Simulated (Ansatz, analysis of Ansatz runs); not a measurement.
# Y4S3N2 (C2/m), nudged elastic band: V_S hop (3.9 Å) (q = +2)

Aim: the barrier of one jump in Y4S3N2 (C2/m) at charge +2: V_S hop (3.9 Å). The model is a cell of 54 host atoms with 1 S taken out; S is the atom that moves.

Program: Ansatz 0.2.0. Level of theory: plane-wave PAW DFT, PBEsol; nudged elastic band between two relaxed defect structures at fixed charge in a uniform background. Results are calculated unless marked as measured.

## (1) The starting structure

The cell holds 53 atoms: 24 Y, 17 S and 12 N. Its edges and angles: a = 12.778 Å, b = 11.374 Å, c = 9.763 Å, α = 90.0°, β = 128.5°, γ = 90.0°. It derives from Y4S3N2 (space group C2/m). Nearest the centre at fractional (0.250, 0.583, 1.000): S46 at 1.93 Å, Y25 at 2.09 Å, Y40 at 2.09 Å, S29 at 3.30 Å, S48 at 3.30 Å, S44 at 3.33 Å, S28 at 3.33 Å, Y42 at 3.40 Å. The cell carries charge +2.

Structure file:

```xyz
53
Lattice="12.7781 0.0000 -0.0248 0.0000 11.3745 0.0000 -6.0606 0.0000 7.6537" Properties=species:S:1:pos:R:3 pbc="T T T"
Y    -0.6153    1.8957    4.9602
Y     5.7738    0.0000    4.9478
Y     0.9438    0.0000    2.6811
Y     7.3328    1.8957    2.6687
Y     4.6955    0.0000    1.0893
Y    11.0845    1.8957    1.0769
Y    -4.3670    1.8957    6.5520
Y     2.0220    0.0000    6.5396
S     0.0000    0.0000    0.0000
S     6.3891    1.8957   -0.0124
S    -2.5264    0.0000    5.9982
S     3.8626    1.8957    5.9858
S     2.8549    1.8957    1.6431
S     9.2440    0.0000    1.6307
N    -0.3467    1.8957    2.7567
N     6.0423    0.0000    2.7443
N     0.6752    0.0000    4.8846
N     7.0643    1.8957    4.8722
Y    -0.6153    5.6872    4.9602
Y     5.7738    3.7915    4.9478
Y     0.9438    3.7915    2.6811
Y     7.3328    5.6872    2.6687
Y     4.6955    3.7915    1.0893
Y    11.0845    5.6872    1.0769
Y    -4.3670    5.6872    6.5520
Y     2.0220    3.7915    6.5396
S     0.0000    3.7915    0.0000
S     6.3891    5.6872   -0.0124
S    -2.5264    3.7915    5.9982
S     3.8626    5.6872    5.9858
S     9.2440    3.7915    1.6307
N    -0.3467    5.6872    2.7567
N     6.0423    3.7915    2.7443
N     0.6752    3.7915    4.8846
N     7.0643    5.6872    4.8722
Y    -0.6153    9.4787    4.9602
Y     5.7738    7.5830    4.9478
Y     0.9438    7.5830    2.6811
Y     7.3328    9.4787    2.6687
Y     4.6955    7.5830    1.0893
Y    11.0845    9.4787    1.0769
Y    -4.3670    9.4787    6.5520
Y     2.0220    7.5830    6.5396
S     0.0000    7.5830    0.0000
S     6.3891    9.4787   -0.0124
S    -2.5264    7.5830    5.9982
S     3.8626    9.4787    5.9858
S     2.8549    9.4787    1.6431
S     9.2440    7.5830    1.6307
N    -0.3467    9.4787    2.7567
N     6.0423    7.5830    2.7443
N     0.6752    7.5830    4.8846
N     7.0643    9.4787    4.8722
```

The cell's shortest repeat is 9.8 Å.

## (2) Relaxation of the start point, charge +2

The ends come first: from an unrelaxed start the top is counted from too high an energy, and the barrier comes out too low. Small random displacements break the symmetry of the ideal sites, so that the defect can distort if it gains by it. The charge of +2 is set by the electron count, and a uniform background keeps the cell neutral.

Contents of qp2.start/input.yaml:

```yaml
crystal:
  lattice:
    - [12.77813411, 0.0, -0.02476517]
    - [0.0, 11.37446657, 0.0]
    - [-6.06062451, 0.0, 7.65368011]
  atoms:
    - { symbol: "Y", position: [0.25962613, 0.16666667, 0.64891759] }
    - { symbol: "Y", position: [0.75962613, 0.0, 0.64891759] }
    - { symbol: "Y", position: [0.24037387, 0.0, 0.35108241] }
    - { symbol: "Y", position: [0.74037387, 0.16666667, 0.35108241] }
    - { symbol: "Y", position: [0.43563346, 0.0, 0.14373378] }
    - { symbol: "Y", position: [0.93563346, 0.16666667, 0.14373378] }
    - { symbol: "Y", position: [0.06436654, 0.16666667, 0.85626622] }
    - { symbol: "Y", position: [0.56436654, 0.0, 0.85626622] }
    - { symbol: S, position: [0.0, 0.0, 0.0] }
    - { symbol: S, position: [0.5, 0.16666667, 0.0] }
    - { symbol: S, position: [0.17425595, 0.0, 0.78426088] }
    - { symbol: S, position: [0.67425595, 0.16666667, 0.78426088] }
    - { symbol: S, position: [0.32574405, 0.16666667, 0.21573912] }
    - { symbol: S, position: [0.82574405, 0.0, 0.21573912] }
    - { symbol: "N", position: [0.14391518, 0.16666667, 0.36064226] }
    - { symbol: "N", position: [0.64391518, 0.0, 0.36064226] }
    - { symbol: "N", position: [0.35608482, 0.0, 0.63935774] }
    - { symbol: "N", position: [0.85608482, 0.16666667, 0.63935774] }
    - { symbol: "Y", position: [0.25962613, 0.5, 0.64891759] }
    - { symbol: "Y", position: [0.75962613, 0.33333333, 0.64891759] }
    - { symbol: "Y", position: [0.24037387, 0.33333333, 0.35108241] }
    - { symbol: "Y", position: [0.74037387, 0.5, 0.35108241] }
    - { symbol: "Y", position: [0.43563346, 0.33333333, 0.14373378] }
    - { symbol: "Y", position: [0.93563346, 0.5, 0.14373378] }
    - { symbol: "Y", position: [0.06436654, 0.5, 0.85626622] }
    - { symbol: "Y", position: [0.56436654, 0.33333333, 0.85626622] }
    - { symbol: S, position: [0.0, 0.33333333, 0.0] }
    - { symbol: S, position: [0.5, 0.5, 0.0] }
    - { symbol: S, position: [0.17425595, 0.33333333, 0.78426088] }
    - { symbol: S, position: [0.67425595, 0.5, 0.78426088] }
    - { symbol: S, position: [0.82574405, 0.33333333, 0.21573912] }
    - { symbol: "N", position: [0.14391518, 0.5, 0.36064226] }
    - { symbol: "N", position: [0.64391518, 0.33333333, 0.36064226] }
    - { symbol: "N", position: [0.35608482, 0.33333333, 0.63935774] }
    - { symbol: "N", position: [0.85608482, 0.5, 0.63935774] }
    - { symbol: "Y", position: [0.25962613, 0.83333333, 0.64891759] }
    - { symbol: "Y", position: [0.75962613, 0.66666667, 0.64891759] }
    - { symbol: "Y", position: [0.24037387, 0.66666667, 0.35108241] }
    - { symbol: "Y", position: [0.74037387, 0.83333333, 0.35108241] }
    - { symbol: "Y", position: [0.43563346, 0.66666667, 0.14373378] }
    - { symbol: "Y", position: [0.93563346, 0.83333333, 0.14373378] }
    - { symbol: "Y", position: [0.06436654, 0.83333333, 0.85626622] }
    - { symbol: "Y", position: [0.56436654, 0.66666667, 0.85626622] }
    - { symbol: S, position: [0.0, 0.66666667, 0.0] }
    - { symbol: S, position: [0.5, 0.83333333, 0.0] }
    - { symbol: S, position: [0.17425595, 0.66666667, 0.78426088] }
    - { symbol: S, position: [0.67425595, 0.83333333, 0.78426088] }
    - { symbol: S, position: [0.32574405, 0.83333333, 0.21573912] }
    - { symbol: S, position: [0.82574405, 0.66666667, 0.21573912] }
    - { symbol: "N", position: [0.14391518, 0.83333333, 0.36064226] }
    - { symbol: "N", position: [0.64391518, 0.66666667, 0.36064226] }
    - { symbol: "N", position: [0.35608482, 0.66666667, 0.63935774] }
    - { symbol: "N", position: [0.85608482, 0.83333333, 0.63935774] }
total_charge: 2
basis:
  ecutwfc: 420
  xc_grid: 2
hamiltonian:
  xc: pbesol
kpoints:
  mp_grid: { grid: [1, 1, 1], shift: [0.25, 0.25, 0.25] }
scf:
  occupations: { method: fixed }
  max_iter: 100
output:
  forces: true
relax:
  f_tol: 0.02
  max_steps: 70
  random_displacement: { amplitude: 0.03, seed: 7377 }
```

Command:

```sh
> ansatz run input.yaml --threads 32 --pin off --max-ram 84787MiB --backend cuda --events-out ev --progress --plain --runs-dir out --max-vram 78GiB
```

Log:

```text
[...]
Engine: ansatz 0.2.0, aarch64-unknown-linux-gnu
[...]
Pseudopotential: Y, paw, valence charge 11, recommended cutoff 420 eV (normal), Y.paw.azcp
Pseudopotential: S, paw, valence charge 6, recommended cutoff 420 eV (normal), S.paw.azcp
Pseudopotential: N, paw, valence charge 5, recommended cutoff 420 eV (normal), N.paw.azcp
Functional definition: PBEsol
[...]
Crystal: 53 atoms, lattice volume = 1110.713 Å³
Basis set: ecut = 420 eV, 21699 PW (Γ), exchange–correlation on 180×160×144 points (8 copies of the dense FFT grid, shifted against one another)
Bands: 265, of which v1, the nominal top of the filled ones, is band 212 counted from 1 (211 counted from 0)
[...]
k-points: 1
[...]
SCF 1 converged in 9 iterations: F = -110788.802199 eV  dr2 = 6.90e-6
[...]
relax step   1: F+E_penalty+E_count = -110788.80219878 eV  Δ(F+E_penalty+E_count) = +0.000e0 eV  max|allowed force component| = 1.435e0 eV/Å  Δτ_max = 0.0000 Å  (9 SCF iters, dr2 threshold 1.00e-5 eV, [...]
[...]
SCF iter   1: F=—  HF=-110790.013991 eV  |F-HF|=—  |Δ(HF+E_count)|=         —  Δρ=7.69e-3  dr2=9.60e-1  ethr=2.29e-4  ⟨swp⟩=1.0  Hψ=765  notcnv=0  defer=50
[...]
SCF iter   2: F=—  HF=-110789.772852 eV  |F-HF|=—  |Δ(HF+E_count)|=   2.41e-1  Δρ=3.48e-3  dr2=1.36e-1  ethr=2.26e-4  ⟨swp⟩=3.0  Hψ=408  notcnv=0  defer=51
[...]
SCF 6 converged in 7 iterations: F = -110789.919700 eV  dr2 = 3.84e-8
relax step   6: F+E_penalty+E_count = -110789.91969973 eV  Δ(F+E_penalty+E_count) = -3.685e-4 eV  max|allowed force component| = 8.604e-3 eV/Å  Δτ_max = 0.0052 Å  (7 SCF iters, accepted)
SCF converged after 7 iterations
[...]
--- Relaxed structure (6 steps of the walk, 6 accepted, 0 SCFs on fresh bases) ---
[...]
```

Wall time 3.4 s (1 × NVIDIA GB200 with 32 threads of Arm Neoverse V2, shared host); peak memory 1.4 GiB.

The steps of the relaxation:

| step | energy less that of the first step (eV) | largest force component (eV/Å) |
| --- | --- | --- |
| 1 | 0.0000 | 1.4348 |
| 2 | -0.9367 | 0.4917 |
| 3 | -0.9874 | 0.3916 |
| 4 | -1.1106 | 0.0954 |
| 5 | -1.1171 | 0.0218 |
| 6 | -1.1175 | 0.0086 |

The atoms that moved most (Å, from the sites as typed, ahead of the random displacement, the mean shift of all atoms taken out):

| atom | dx | dy | dz | length |
| --- | --- | --- | --- | --- |
| Y23 | 0.142 | -0.133 | -0.100 | 0.219 |
| Y40 | 0.144 | 0.129 | -0.100 | 0.218 |
| Y25 | -0.096 | 0.003 | -0.133 | 0.164 |
| Y21 | -0.067 | -0.117 | 0.057 | 0.146 |
| Y38 | -0.068 | 0.113 | 0.056 | 0.143 |
| N32 | 0.117 | -0.001 | -0.025 | 0.120 |
| S48 | 0.015 | -0.077 | 0.070 | 0.105 |
| S13 | 0.015 | 0.074 | 0.071 | 0.104 |

Neighbours of S46 at the end:

| atom | distance (Å) |
| --- | --- |
| Y25 | 2.695 |
| Y42 | 2.712 |
| Y19 | 2.894 |
| Y40 | 2.910 |
| Y36 | 2.912 |
| N52 | 3.367 |
| S29 | 3.714 |
| S28 | 3.745 |

This step gave:

```
free energy                                                                                       : -110789.9197 eV
r.m.s. move of the farther half of the atoms                                                      : 0.04463 Å
largest move from the ideal geometry of this structure, a common shift of the far atoms taken out : 0.2208 Å
```

The relaxation gained 1.118 eV and ended with a largest force component of 0.0086 eV/Å.

## (3) Relaxation of the end point, charge +2

The end point is relaxed in the same cell and settings, so that the two energies compare. Atoms more than 3.2 Å from the middle of the hop start where the first relaxation left them, the nearer ones on or close to their ideal places, with small random displacements.

Contents of qp2.end/input.yaml:

```yaml
crystal:
  lattice:
    - [12.77813411, 0.0, -0.02476517]
    - [0.0, 11.37446657, 0.0]
    - [-6.06062451, 0.0, 7.65368011]
  atoms:
    - { symbol: "Y", position: [0.25815981, 0.16486712, 0.65428106] }
    - { symbol: "Y", position: [0.76093957, 0.00060572, 0.65021206] }
    - { symbol: "Y", position: [0.2400438, 0.00018197, 0.35479206] }
    - { symbol: "Y", position: [0.74553382, 0.16550912, 0.35395226] }
    - { symbol: "Y", position: [0.43859239, 0.00022388, 0.15270833] }
    - { symbol: "Y", position: [0.93236588, 0.16659254, 0.1409862] }
    - { symbol: "Y", position: [0.06485801, 0.16769625, 0.85877478] }
    - { symbol: "Y", position: [0.56564241, 0.0005093, 0.85274053] }
    - { symbol: S, position: [0.00163187, 0.00050878, 0.00238806] }
    - { symbol: S, position: [0.5037757, 0.1627474, 0.00242686] }
    - { symbol: S, position: [0.17702076, 0.00050993, 0.79170348] }
    - { symbol: S, position: [0.67288728, 0.1673658, 0.78039051] }
    - { symbol: S, position: [0.33147684, 0.1735888, 0.22525167] }
    - { symbol: S, position: [0.8257619, 0.00041084, 0.21544187] }
    - { symbol: "N", position: [0.14175081, 0.16588026, 0.36305269] }
    - { symbol: "N", position: [0.64730425, 0.00036049, 0.36179538] }
    - { symbol: "N", position: [0.35487631, 0.00046566, 0.6425794] }
    - { symbol: "N", position: [0.85677808, 0.16808049, 0.64133076] }
    - { symbol: "Y", position: [0.25910921, 0.50061094, 0.64788011] }
    - { symbol: "Y", position: [0.75522859, 0.33141821, 0.644261] }
    - { symbol: "Y", position: [0.23880233, 0.32345775, 0.35871514] }
    - { symbol: "Y", position: [0.73782114, 0.50021392, 0.34482079] }
    - { symbol: "Y", position: [0.44074295, 0.3220222, 0.13091571] }
    - { symbol: "Y", position: [0.93983505, 0.50035598, 0.14509029] }
    - { symbol: "Y", position: [0.06436654, 0.5, 0.85626622] }
    - { symbol: "Y", position: [0.565211, 0.33330436, 0.85433454] }
    - { symbol: S, position: [0.00299378, 0.33561162, 0.00068838] }
    - { symbol: S, position: [0.49744126, 0.50033686, -0.00040201] }
    - { symbol: S, position: [0.17684759, 0.33729599, 0.79231542] }
    - { symbol: S, position: [0.66666433, 0.5004047, 0.7725837] }
    - { symbol: S, position: [0.82643691, 0.33506019, 0.21480079] }
    - { symbol: "N", position: [0.15170861, 0.50033623, 0.35763645] }
    - { symbol: "N", position: [0.64205711, 0.33287907, 0.35571446] }
    - { symbol: "N", position: [0.35474357, 0.33112571, 0.64461639] }
    - { symbol: "N", position: [0.84817959, 0.50039934, 0.63146953] }
    - { symbol: "Y", position: [0.25822905, 0.83624598, 0.65423186] }
    - { symbol: "Y", position: [0.75524955, 0.66970848, 0.6442921] }
    - { symbol: "Y", position: [0.23870891, 0.67703286, 0.35859604] }
    - { symbol: "Y", position: [0.74557597, 0.83497909, 0.35404476] }
    - { symbol: "Y", position: [0.43563346, 0.66666667, 0.14373378] }
    - { symbol: "Y", position: [0.93223659, 0.83410374, 0.14082131] }
    - { symbol: "Y", position: [0.06487716, 0.83350293, 0.85883834] }
    - { symbol: "Y", position: [0.56530027, 0.66779896, 0.85446806] }
    - { symbol: S, position: [0.00297701, 0.66529162, 0.00073652] }
    - { symbol: S, position: [0.50370578, 0.83801664, 0.00234002] }
    - { symbol: S, position: [0.325575, 0.5, 1.215661] }
    - { symbol: S, position: [0.67316412, 0.83350516, 0.78079417] }
    - { symbol: S, position: [0.3314325, 0.82700088, 0.22510667] }
    - { symbol: S, position: [0.82646859, 0.66577375, 0.21488489] }
    - { symbol: "N", position: [0.14168352, 0.83475134, 0.3629304] }
    - { symbol: "N", position: [0.64218123, 0.66791267, 0.35579692] }
    - { symbol: "N", position: [0.35492155, 0.66977473, 0.64459313] }
    - { symbol: "N", position: [0.8568127, 0.83284579, 0.64141209] }
total_charge: 2
basis:
  ecutwfc: 420
  xc_grid: 2
hamiltonian:
  xc: pbesol
kpoints:
  mp_grid: { grid: [1, 1, 1], shift: [0.25, 0.25, 0.25] }
scf:
  occupations: { method: fixed }
  max_iter: 100
output:
  forces: true
relax:
  f_tol: 0.02
  max_steps: 70
  random_displacement: { amplitude: 0.01, seed: 7377 }
```

Log:

```text
[...]
Crystal: 53 atoms, lattice volume = 1110.713 Å³
Basis set: ecut = 420 eV, 21699 PW (Γ), exchange–correlation on 180×160×144 points (8 copies of the dense FFT grid, shifted against one another)
Bands: 265, of which v1, the nominal top of the filled ones, is band 212 counted from 1 (211 counted from 0)
[...]
k-points: 1
[...]
SCF 1 converged in 9 iterations: F = -110788.419996 eV  dr2 = 5.79e-6
[...]
relax step   1: F+E_penalty+E_count = -110788.41999556 eV  Δ(F+E_penalty+E_count) = +0.000e0 eV  max|allowed force component| = 1.446e0 eV/Å  Δτ_max = 0.0000 Å  (9 SCF iters, dr2 threshold 1.00e-5 eV, [...]
[...]
SCF 5 converged in 8 iterations: F = -110789.919610 eV  dr2 = 7.65e-9
relax step   5: F+E_penalty+E_count = -110789.91961001 eV  Δ(F+E_penalty+E_count) = -2.523e-3 eV  max|allowed force component| = 1.511e-2 eV/Å  Δτ_max = 0.0147 Å  (8 SCF iters, accepted)
SCF converged after 8 iterations
[...]
--- Relaxed structure (5 steps of the walk, 5 accepted, 0 SCFs on fresh bases) ---
[...]
```

The job ended after 3.2 s (1 × NVIDIA GB200 with 32 threads; peak memory 1.4 GiB).

Step by step:

| step | energy less that of the first step (eV) | largest force component (eV/Å) |
| --- | --- | --- |
| 1 | 0.0000 | 1.4464 |
| 2 | -1.2191 | 0.5071 |
| 3 | -1.4182 | 0.3983 |
| 4 | -1.4971 | 0.0498 |
| 5 | -1.4996 | 0.0151 |

The atoms that moved most (Å, from the sites as typed, ahead of the random displacement, the mean shift of all atoms taken out):

| atom | dx | dy | dz | length |
| --- | --- | --- | --- | --- |
| Y25 | -0.144 | -0.126 | 0.105 | 0.218 |
| Y23 | -0.133 | 0.135 | 0.086 | 0.207 |
| Y42 | -0.132 | 0.133 | 0.086 | 0.206 |
| Y21 | 0.117 | 0.087 | -0.093 | 0.173 |
| Y36 | 0.117 | 0.087 | -0.092 | 0.172 |
| Y40 | 0.096 | 0.001 | 0.138 | 0.168 |
| S13 | -0.006 | -0.077 | -0.124 | 0.146 |
| S11 | -0.005 | -0.077 | -0.123 | 0.146 |

Neighbours of S46 at the end:

| atom | distance (Å) |
| --- | --- |
| Y40 | 2.695 |
| Y23 | 2.713 |
| Y38 | 2.895 |
| Y25 | 2.910 |
| Y21 | 2.913 |
| N32 | 3.368 |
| S48 | 3.712 |
| S44 | 3.745 |

Read from the output:

```
free energy                                                                                       : -110789.9196 eV
r.m.s. move of the farther half of the atoms                                                      : 0.04458 Å
largest move from the ideal geometry of this structure, a common shift of the far atoms taken out : 0.2207 Å
```

The relaxation gained 1.500 eV and ended with a largest force component of 0.015 eV/Å. The end lies within 1 meV of the start.

(Continued in part 2 of 2.)

[Logs are printed without paths, hosts, clocks, repeated set-up lines and the standing remarks that a program may print on its own settings, such as how far it seeks lower states.]

[Hosts, paths, dates, database ids (printed as entryN), source tags and the programs' standing remarks are cut or masked in the printed files.]
